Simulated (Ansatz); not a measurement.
G0W0 rungs for Bi2Te3 (quintuple layer).

The cell holds 5 atoms: 3 Te and 2 Bi. Its edges and angles: a = 4.426 Å, b = 4.426 Å, c = 38.300 Å, α = 90.0°, β = 90.0°, γ = 120.0°. Vacuum lies along c.

```xyz
5
Lattice="4.4255 0.0000 0.0000 -2.2128 3.8326 0.0000 0.0000 0.0000 38.3000" Properties=species:S:1:pos:R:3
Te    0.0000    0.0000   19.1500
Bi    0.0000    2.5551   21.2116
Bi    2.2128    1.2775   17.0884
Te    2.2128    1.2775   22.9353
Te    0.0000    2.5551   15.3647
```

The structure was relaxed with PBE. The runs that relaxed it are not among those shown. Spin-orbit coupling is left out unless a run names it.

Runs so far (Ansatz 0.2.0, start PBE, PAW set soft_1 files, 6×6×1 mesh). Times are wall times on 4 threads of Arm Neoverse V1, shared host, good to a factor of about two.

```tsv
bands summed	cutoff (eV)	gap on the mesh (eV)	time
166	19.5	1.301	72 s
398	39	1.345	4 min
```

Question: What should the next rung give, with 812 bands and screening to 65 eV, and where is the limit?

The error falls about as one over the bands when the cutoff rises with them. A line through the two highest rungs given predicts 1.362 eV; the run gave 1.414 eV, a miss of 0.053 eV, so the law fails here: the steps don't follow it yet. The two highest rungs put the limit near 1.481 eV, the pair below near 1.377 eV; neither can be trusted until a further rung is run.

Gaps are over the mesh's points; an edge off the mesh would be missed. Limits: not at the basis limit; coarse mesh for a sheet; no spin-orbit coupling.

[Paths, hosts, dates, memory and timing lines, banners, echoed tables and standing remarks are left out of the program output.]

[Logs are printed without paths, hosts, clocks, repeated set-up lines and the standing remarks that a program may print on its own settings, such as how far it seeks lower states.]

[Runs of the session that timed out or met a known fault of the program may be left out.]

[Cells called generated may have been cut or substituted from an entry of the Crystallography Open Database or the Materials Project.]

[Hosts, paths, dates, database ids (printed as entryN), source tags and the programs' standing remarks are cut or masked in the printed files.]
